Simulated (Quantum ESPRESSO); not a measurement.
# CaC2 (R-3m): third-order response, part 2 of 3

Wanted: vibrational spectra of CaC2 (R-3m) from linear and non-linear response.

Quantum ESPRESSO 8.0 development, patched; DFT LDA, scalar-relativistic, plane waves, PseudoDojo norm-conserving pseudopotentials.

So far. Step 2 (A first look): A gap of 2.5 eV opens on this mesh, so the crystal is taken as an insulator; the start stands at -5.2 GPa. Step 4 (Ground state): The cell stands at -0.057 GPa, close enough for phonons. The relaxed cell has a = 3.769, c = 11.567 Å (conventional setting).

**5. Zone-centre response**

At q = 0 one unit cell holds all displacements; symmetry groups them into irreducible representations that are solved one by one. The response to a field gives ε∞ and the Born charges, which polar modes need. Third-order response adds the Raman tensors.

Input file ph.in:

```
phonons
&inputph
   prefix = 'x'
   outdir = './tmp'
   fildyn = 'g.dyn'
   tr2_ph = 1.0d-18
   epsil = .true.
   lraman = .true.
   elop = .true.
/
0.000000000000 0.000000000000 0.000000000000
```

Started as:

```sh
> OMP_NUM_THREADS=1 mpirun -n 4 ph.x -nk 4 -in ph.in > ph.out
```

The log of the run:

```text
[banners, grids, parts of the stress and lines that vanish by symmetry left out]
[banner, memory and clock lines left out]
Program PHONON v.8.0dev

[...]
(   1q-points):
[...]
Exchange-correlation= PW
                           (   1   4   0   0   0   0   0)
[...]
kinetic-energy cut-off    =      82.0000  Ry
     charge density cut-off    =     328.0000  Ry
     convergence threshold     =      1.0E-18
[...]
Exchange-correlation= PW
                           (   1   4   0   0   0   0   0)
[...]
q = (   0.0000000   0.0000000   0.0000000 )
     13 Sym.Ops. (with q -> -q+G )
     G cutoff =  581.5930  (  32143 G-vectors)     FFT grid: ( 50, 50, 50)
     number of k points=    32
[...]
Mode symmetry, D_3d (-3m)  point group:
[...]
Dielectric constant
[...]
End of electric fields calculation
          Dielectric constant in cartesian axis
          (       3.598216373       0.000000000      -0.000000000 )
          (      -0.000000000       3.598216374       0.000000000 )
          (      -0.000000000       0.000000000       4.839445508 )
          Effective charges (d Force / dE) in cartesian axis without acoustic sum rule applied (asr)
           atom    1  Ca    Mean Z*:        2.36039
      Ex  (        2.31583       -0.00000        0.00000 )
      Ey  (        0.00000        2.31583       -0.00000 )
      Ez  (        0.00000       -0.00000        2.44949 )
           atom    2  C     Mean Z*:       -1.18057
      Ex  (       -1.15846        0.00000        0.00000 )
      Ey  (        0.00000       -1.15846       -0.00000 )
      Ez  (        0.00000       -0.00000       -1.22477 )
           atom    3  C     Mean Z*:       -1.18057
      Ex  (       -1.15846        0.00000        0.00000 )
      Ey  (        0.00000       -1.15846       -0.00000 )
      Ez  (       -0.00000       -0.00000       -1.22477 )
          Effective charges Sum: Mean:       -0.00075
[...]
Effective charges (d Force / dE) in cartesian axis with asr applied:
           atom    1  Ca    Mean Z*:        2.36064
[...]
atom    2  C     Mean Z*:       -1.18032
[...]
atom    3  C     Mean Z*:       -1.18032
[...]
Dielectric constant from finite-differences
          (       3.598478512       0.000000000       0.000000000 )
          (       0.000000000       3.598478514       0.000000000 )
          (       0.000000000       0.000000000       4.839521032 )
[...]
(      -0.000000000       0.000000000       0.000000000 )
          (      -0.000000000       0.000000000       0.000000000 )
          (       0.000000000      -0.000000000      -0.000000000 )
          (       0.000000000      -0.000000000      -0.000000000 )
          (      -0.000000000      -0.000000000       0.000000000 )
          (      -0.000000000       0.000000000       0.000000000 )
          (      -0.000000000      -0.000000000       0.000000000 )
          (       0.000000000      -0.000000000      -0.000000000 )
[...]
(      -0.000000000      -0.183161375      -0.413191013 )
          (      -0.000000000      -0.413191013      -0.000000000 )
          (      -1.210117257       0.000000000       0.000000000 )
          (       0.000000000      -1.210117258      -0.000000000 )
          (       0.000000000      -0.000000000      -3.873860632 )
[...]
Representation #   1 mode #   1
[...]
End of self-consistent calculation
     Convergence has been achieved
     Representation #   2 modes #   2   3
[...]
End of self-consistent calculation
     Convergence has been achieved
     Representation #   3 mode #   4
[...]
End of self-consistent calculation
     Convergence has been achieved
     Representation #   4 mode #   5
[...]
End of self-consistent calculation
     Convergence has been achieved
     Representation #   5 modes #   6   7
[...]
End of self-consistent calculation
     Convergence has been achieved
     Representation #   6 modes #   8   9
[...]
End of self-consistent calculation
     Convergence has been achieved
[...]
Dielectric constant in cartesian axis
          (       3.598216373       0.000000000      -0.000000000 )
          (      -0.000000000       3.598216374       0.000000000 )
          (      -0.000000000       0.000000000       4.839445508 )
          Effective charges (d Force / dE) in cartesian axis without acoustic sum rule applied (asr)
           atom    1  Ca    Mean Z*:        2.36039
      Ex  (        2.31583       -0.00000        0.00000 )
      Ey  (        0.00000        2.31583       -0.00000 )
      Ez  (        0.00000       -0.00000        2.44949 )
           atom    2  C     Mean Z*:       -1.18057
      Ex  (       -1.15846        0.00000        0.00000 )
      Ey  (        0.00000       -1.15846       -0.00000 )
      Ez  (        0.00000       -0.00000       -1.22477 )
           atom    3  C     Mean Z*:       -1.18057
      Ex  (       -1.15846        0.00000        0.00000 )
      Ey  (        0.00000       -1.15846       -0.00000 )
      Ez  (       -0.00000       -0.00000       -1.22477 )
          Effective charges Sum: Mean:       -0.00075
[...]
Effective charges (d Force / dE) in cartesian axis with asr applied:
           atom    1  Ca    Mean Z*:        2.36064
[...]
atom    2  C     Mean Z*:       -1.18032
[...]
atom    3  C     Mean Z*:       -1.18032
[...]
q = (    0.000000000   0.000000000   0.000000000 )
[...]
freq (    1) =       0.015707 [THz] =       0.523920 [cm-1]
     freq (    2) =       0.040711 [THz] =       1.357961 [cm-1]
     freq (    3) =       0.040711 [THz] =       1.357961 [cm-1]
     freq (    4) =       7.292115 [THz] =     243.238770 [cm-1]
     freq (    5) =       8.022522 [THz] =     267.602526 [cm-1]
     freq (    6) =       8.022522 [THz] =     267.602526 [cm-1]
     freq (    7) =       8.719402 [THz] =     290.847947 [cm-1]
     freq (    8) =       8.719402 [THz] =     290.847947 [cm-1]
     freq (    9) =      57.792076 [THz] =    1927.736164 [cm-1]
[...]
Mode symmetry, D_3d (-3m)  point group:
     freq (   1-   1) =          0.5  [cm-1]   --> A_2u L_2'       I
     freq (   2-   3) =          1.4  [cm-1]   --> E_u  L_3'       I
     freq (   4-   4) =        243.2  [cm-1]   --> A_2u L_2'       I
     freq (   5-   6) =        267.6  [cm-1]   --> E_g  L_3        R
     freq (   7-   8) =        290.8  [cm-1]   --> E_u  L_3'       I
     freq (   9-   9) =       1927.7  [cm-1]   --> A_1g L_1        R
```

Wall time 8.5 min (4 MPI ranks of Intel Xeon Platinum 8488C (Sapphire Rapids), shared host).

This step gave:

| Item | Value |
| --- | --- |
| miss of the charge sum rule | 0.001090 e |
| largest acoustic frequency at the zone centre before the sum rule | 1.36 cm⁻¹ |
| highest optical zone-centre mode (no LO-TO term) | 1928 cm⁻¹ |
| lowest optical zone-centre mode | 243.2 cm⁻¹ |
| mean high-frequency dielectric constant | 4.012 |
| largest Born charge in size (third of the trace) | 2.360 e |

Born charge (rows field, columns displacement), before the sum rule (e), principal values of the symmetric part by kind of site:

| atom | atoms with these values | low | middle | high | mean |
| --- | --- | --- | --- | --- | --- |
| Ca1 | 1 | 2.32 | 2.32 | 2.45 | 2.36 |
| C2 | 2 | -1.22 | -1.16 | -1.16 | -1.18 |

In full for Ca1:

```
2.32 0.00 0.00
0.00 2.32 0.00
0.00 0.00 2.45
```

High-frequency dielectric tensor:

```
3.60 0.00 0.00
0.00 3.60 0.00
0.00 0.00 4.84
```

The acoustic modes at Γ come out as far as 1.4 cm⁻¹ from zero, where they should vanish, a small numerical error; the Born charges miss their sum rule by 0.0011 e, which is good.

**6. Modes with the sum rule**

A rigid shift of the crystal must cost nothing, but grids and finite bases break this; the acoustic sum rule is imposed before the matrix is diagonalised again. With Born charges the intensities follow, and the static dielectric tensor.

Input file dynmat.in:

```
&input
   fildyn = 'g.dyn'
   asr = 'crystal'
   fileig = 'dynmat.eig'
   lperm = .true.
/
```

Started as:

```sh
> dynmat.x -in dynmat.in > dynmat.out
```

The log of the run:

```text
[banner, memory and clock lines left out]
Program DYNMAT v.8.0dev

     Reading Dynamical Matrix from file g.dyn
     ...Force constants read
     ...epsilon and Z* read
     ...Raman cross sections read
     Acoustic Sum Rule: || Z*(ASR) - Z*(orig)|| =    8.933116E-04
     Acoustic Sum Rule: ||dyn(ASR) - dyn(orig)||=    8.642554E-06
     A direction for q was not specified:TO-LO splitting will be absent

     Polarizability (A^3 units)
     multiply by 0.499005 for Clausius-Mossotti correction (not under assume_isolated = 'mt')
         9.807163   -0.000000   -0.000000
         0.000000    9.807163    0.000000
        -0.000000    0.000000   14.492275

     IR activities are in (D/A)^2/amu units
     Raman activities are in A^4/amu units
     multiply Raman by 0.062004 for Clausius-Mossotti correction (not under assume_isolated = 'mt')

# mode   [cm-1]    [THz]      IR          Raman   depol.fact
    1     -0.00   -0.0000    0.0000         0.0000    0.5286
    2      0.00    0.0000    0.0000         0.0000    0.2226
    3      0.00    0.0000    0.0000         0.0000    0.2505
    4    243.23    7.2920    9.2166         0.0000    0.3468
    5    267.60    8.0225    0.0000        36.3429    0.7500
    6    267.60    8.0225    0.0000        36.3429    0.7500
    7    290.84    8.7193    8.2407         0.0000    0.3231
    8    290.84    8.7193    8.2407         0.0000    0.5875
    9   1927.74   57.7921    0.0000      2098.9054    0.0940

Electronic dielectric permittivity tensor (relative, adimensional)
         3.598216   -0.000000   -0.000000
         0.000000    3.598216    0.000000
        -0.000000    0.000000    4.839446

 ... with zone-center polar mode contributions
         7.978685   -0.000000   -0.000000
        -0.000000    7.978685   -0.000000
        -0.000000   -0.000000   11.844301
```

The job ended after 0.66 s (1 thread).

Numbers from this step:

```yaml
mean_static_dielectric_constant: 9.267
```

Unit eigenvectors of the mass-weighted matrix after the sum rule; no LO-TO term. The modes at Γ (shares of kinetic energy by element, %):

| mode | frequency (cm⁻¹) | symmetry | Ca % | C % |
| --- | --- | --- | --- | --- |
| 1 | 0.0 | acoustic | 63 | 37 |
| 2 | 0.0 | acoustic | 63 | 37 |
| 3 | 0.0 | acoustic | 63 | 37 |
| 4 | 243.2 | A2u | 37 | 63 |
| 5 | 267.6 | Eg | 0 | 100 |
| 6 | 267.6 | Eg | 0 | 100 |
| 7 | 290.8 | Eu | 37 | 63 |
| 8 | 290.8 | Eu | 37 | 63 |
| 9 | 1927.7 | A1g | 0 | 100 |

Displacements in mode 4 (243.2 cm⁻¹), the largest set to 1:
```
Ca1  0.00  0.00  0.60
C2   0.00  0.00 -1.00
C3   0.00  0.00 -1.00
```

Displacements in mode 9 (1927.7 cm⁻¹), the largest set to 1:
```
Ca1  0.00  0.00  0.00
C2   0.00  0.00  1.00
C3   0.00  0.00 -1.00
```

Degenerate modes summed, no LO-TO term. Lines of the infrared spectrum (strongest = 100):

| position (cm⁻¹) | lines merged | label | IR intensity, relative |
| --- | --- | --- | --- |
| 243 | 1 | A2u | 56 |
| 268 | 2 | Eg | 0.0 |
| 291 | 2 | Eu | 100 |
| 1928 | 1 | A1g | 0.0 |

Degenerate modes summed. Raman lines, with heights relative to the strongest:

| position (cm⁻¹) | lines merged | label | Raman activity, relative |
| --- | --- | --- | --- |
| 243 | 1 | A2u | 0.0 |
| 268 | 2 | Eg | 3.5 |
| 291 | 2 | Eu | 0.0 |
| 1928 | 1 | A1g | 100 |

Static dielectric tensor (ions relaxed, fixed cell):

```
 7.98  0.00  0.00
 0.00  7.98  0.00
 0.00  0.00 11.84
```

The rule moves no optical mode by more than 0.1 cm⁻¹.

**7. Sum rules set otherwise: a sum rule for molecules or wires on a crystal**

This rule also removes rotations, which suits wires and not a crystal; it is tried to see the harm.

Input file dynmat.in:

```
&input
   fildyn = 'g.dyn'
   asr = 'one-dim'
   fileig = 'dynmat.eig'
   lperm = .true.
/
```

Started as:

```sh
> dynmat.x -in dynmat.in > dynmat.out
```

The log of the run:

```text
[banner, memory and clock lines left out]
Program DYNMAT v.8.0dev

     Reading Dynamical Matrix from file g.dyn
     ...Force constants read
     ...epsilon and Z* read
     ...Raman cross sections read
asr rotation axis in 1D system=    3
     For the rotational sum rules    2 atoms are taken in another cell, next to their neighbours
     Acoustic Sum Rule: || Z*(ASR) - Z*(orig)|| =    8.933116E-04
     Acoustic Sum Rule: ||dyn(ASR) - dyn(orig)||=    1.442407E-01
     Message from routine dynmat:
     WARNING: the charges keep any dipole. Ignore the strengths of the modes set to zero; with q typed a rigid rotation may get a frequency
     A direction for q was not specified:TO-LO splitting will be absent

     Polarizability (A^3 units)
     multiply by 0.499005 for Clausius-Mossotti correction (not under assume_isolated = 'mt')
         9.807163   -0.000000   -0.000000
         0.000000    9.807163    0.000000
        -0.000000    0.000000   14.492275

     IR activities are in (D/A)^2/amu units
     Raman activities are in A^4/amu units
     multiply Raman by 0.062004 for Clausius-Mossotti correction (not under assume_isolated = 'mt')

# mode   [cm-1]    [THz]      IR          Raman   depol.fact
    1     -0.00   -0.0000    0.0536         0.0000    0.2722
    2     -0.00   -0.0000    0.0173         0.0000    0.5771
    3     -0.00   -0.0000    6.4477         0.0000    0.6002
    4      0.00    0.0000    1.7221         0.0000    0.1275
    5    243.23    7.2920    9.2166         0.0000    0.6490
    6    267.60    8.0225    0.0000        36.3429    0.7500
    7    267.60    8.0225    0.0000        36.3429    0.7500
    8    290.84    8.7193    8.2407         0.0000    0.7119
    9   1927.74   57.7921    0.0000      2098.9054    0.0940

Electronic dielectric permittivity tensor (relative, adimensional)
         3.598216   -0.000000   -0.000000
         0.000000    3.598216    0.000000
        -0.000000    0.000000    4.839446

 ... with zone-center polar mode contributions
         6.883568    1.896798   -0.000000
         1.896798    4.693333   -0.000000
        -0.000000   -0.000000   11.844301
```

The job ended after 0.63 s (1 thread).

The run ended normally, but on settings that are not sound.

The fault: a sum rule for molecules or wires on a crystal; 1 optical mode is projected out to zero frequency, as if it were a rotation, and the static dielectric tensor is spoilt.

For a crystal the rule has to be 'simple' or 'crystal'.

Zone-centre frequencies as printed; negative means imaginary. Modes:

| mode | frequency (cm⁻¹) |
| --- | --- |
| 1 | 0 |
| 2 | 0 |
| 3 | 0 |
| 4 | 0 |
| 5 | 243.2 |
| 6 | 267.6 |
| 7 | 267.6 |
| 8 | 290.8 |
| 9 | 1928 |

**8. Sum rules set otherwise (asr simple)**

The rule can be imposed in more than one way; the choices should agree where the raw error is small.

Input file dynmat.in:

```
&input
   fildyn = 'g.dyn'
   asr = 'simple'
   fileig = 'dynmat.eig'
   lperm = .true.
/
```

Started as:

```sh
> dynmat.x -in dynmat.in > dynmat.out
```

The log of the run:

```text
[banner, memory and clock lines left out]
Program DYNMAT v.8.0dev

     Reading Dynamical Matrix from file g.dyn
     ...Force constants read
     ...epsilon and Z* read
     ...Raman cross sections read
     A direction for q was not specified:TO-LO splitting will be absent

     Polarizability (A^3 units)
     multiply by 0.499005 for Clausius-Mossotti correction (not under assume_isolated = 'mt')
         9.807163   -0.000000   -0.000000
         0.000000    9.807163    0.000000
        -0.000000    0.000000   14.492275

     IR activities are in (D/A)^2/amu units
     Raman activities are in A^4/amu units
     multiply Raman by 0.062004 for Clausius-Mossotti correction (not under assume_isolated = 'mt')

# mode   [cm-1]    [THz]      IR          Raman   depol.fact
    1     -0.00   -0.0000    0.0000         0.0000    0.4422
    2     -0.00   -0.0000    0.0000         0.0000    0.1474
    3      0.00    0.0000    0.0000         0.0000    0.4537
    4    243.24    7.2920    9.2166         0.0000    0.7250
    5    267.59    8.0222    0.0000        36.3429    0.7500
    6    267.59    8.0222    0.0000        36.3429    0.7500
    7    290.84    8.7192    8.2407         0.0000    0.1683
    8    290.84    8.7192    8.2407         0.0000    0.7458
    9   1927.74   57.7921    0.0000      2098.9054    0.0940

Electronic dielectric permittivity tensor (relative, adimensional)
         3.598216   -0.000000   -0.000000
         0.000000    3.598216    0.000000
        -0.000000    0.000000    4.839446

 ... with zone-center polar mode contributions
         7.978715    0.000000    0.000000
         0.000000    7.978715   -0.000000
         0.000000   -0.000000   11.844159

)
 **************************************************************************
```

Wall time 0.62 s (1 thread).

Zone-centre frequencies as printed; negative means imaginary. Modes:

| mode | frequency (cm⁻¹) |
| --- | --- |
| 1 | 0 |
| 2 | 0 |
| 3 | 0 |
| 4 | 243.2 |
| 5 | 267.6 |
| 6 | 267.6 |
| 7 | 290.8 |
| 8 | 290.8 |
| 9 | 1928 |

Against the first rule no mode moves by more than 0.1 cm⁻¹.

[end of part 2 of 3]

[Host names and launcher messages were left out of these logs when they were recorded.]

[Logs are printed without paths, hosts, clocks, repeated set-up lines and the standing remarks that a program may print on its own settings, such as how far it seeks lower states.]

[Hosts, paths, dates, database ids (printed as entryN), source tags and the programs' standing remarks are cut or masked in the printed files.]
